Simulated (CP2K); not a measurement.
Consider 2-aminofuran at its PBE geometry (Å).

```xyz
11

N     2.0379    0.0118   -0.2622
C     0.6552    0.0024   -0.0928
C    -0.3044    0.9836   -0.0846
C    -1.5634    0.2996    0.0331
C    -1.2945   -1.0339    0.0888
O     0.0813   -1.2386    0.0084
H     2.4664    0.8855    0.0310
H     2.4970   -0.7852    0.1749
H    -0.1372    2.0519   -0.1583
H    -2.5475    0.7539    0.0765
H    -1.8908   -1.9312    0.1852
```

Method: CP2K XAS_TDP, all-electron GAPW, PBEh(45%), aug-cc-pVDZ, TDA, no relativity.

**Question.** Where do the C K-edge lines lie, and how strong are they?

Leading lines: C2 284.01 eV, C3 282.67 eV, C4 282.03 eV and C5 282.93 eV. The leading line of an atom is its first one with 35 % of the strongest within 2.5 eV of its lowest line over the strength cut. 

The first six lines of each atom with a strength over 0.0015:

```
                     atom  energy (eV)  states  strength, one atom
C2 (bonded to C, N and O)       284.01       1              0.0644
                                286.50       1              0.0017
                                287.32       1              0.0131
                                287.70       1              0.0021
                                288.02       1              0.0222
                                288.18       1              0.0017
 C3 (bonded to 2 C and H)       282.67       1              0.0373
                                283.72       1              0.0063
                                284.00       1              0.0095
                                284.39       1              0.0043
                                284.77       1              0.0022
                                285.39       1              0.0020
 C4 (bonded to 2 C and H)       282.03       1              0.0502
                                284.16       1              0.0090
                                284.66       1              0.0018
                                285.00       1              0.0049
                                285.93       1              0.0048
                                286.82       1              0.0028
C5 (bonded to C, O and H)       282.93       1              0.0507
                                285.24       1              0.0161
                                285.67       1              0.0079
                                286.25       1              0.0029
                                286.42       1              0.0111
                                286.73       1              0.0021
```

Lines are vertical, at one geometry, with no vibrational structure. Without a correction of the core level, line positions, and the gaps between valence and Rydberg lines, follow the share of exact exchange. At this level such K lines come out 3 to 6 eV under measured ones. These values hold no scalar relativity, about 0.1 eV for C 1s. Rydberg lines, and the discretised continuum above threshold, depend on the basis and the box.

[Banner, clock and machine lines of the logs are left out without a mark of their own.]

[Logs are printed without paths, hosts, clocks, repeated set-up lines and the standing remarks that a program may print on its own settings, such as how far it seeks lower states.]

[Hosts, paths, dates, database ids (printed as entryN), source tags and the programs' standing remarks are cut or masked in the printed files.]
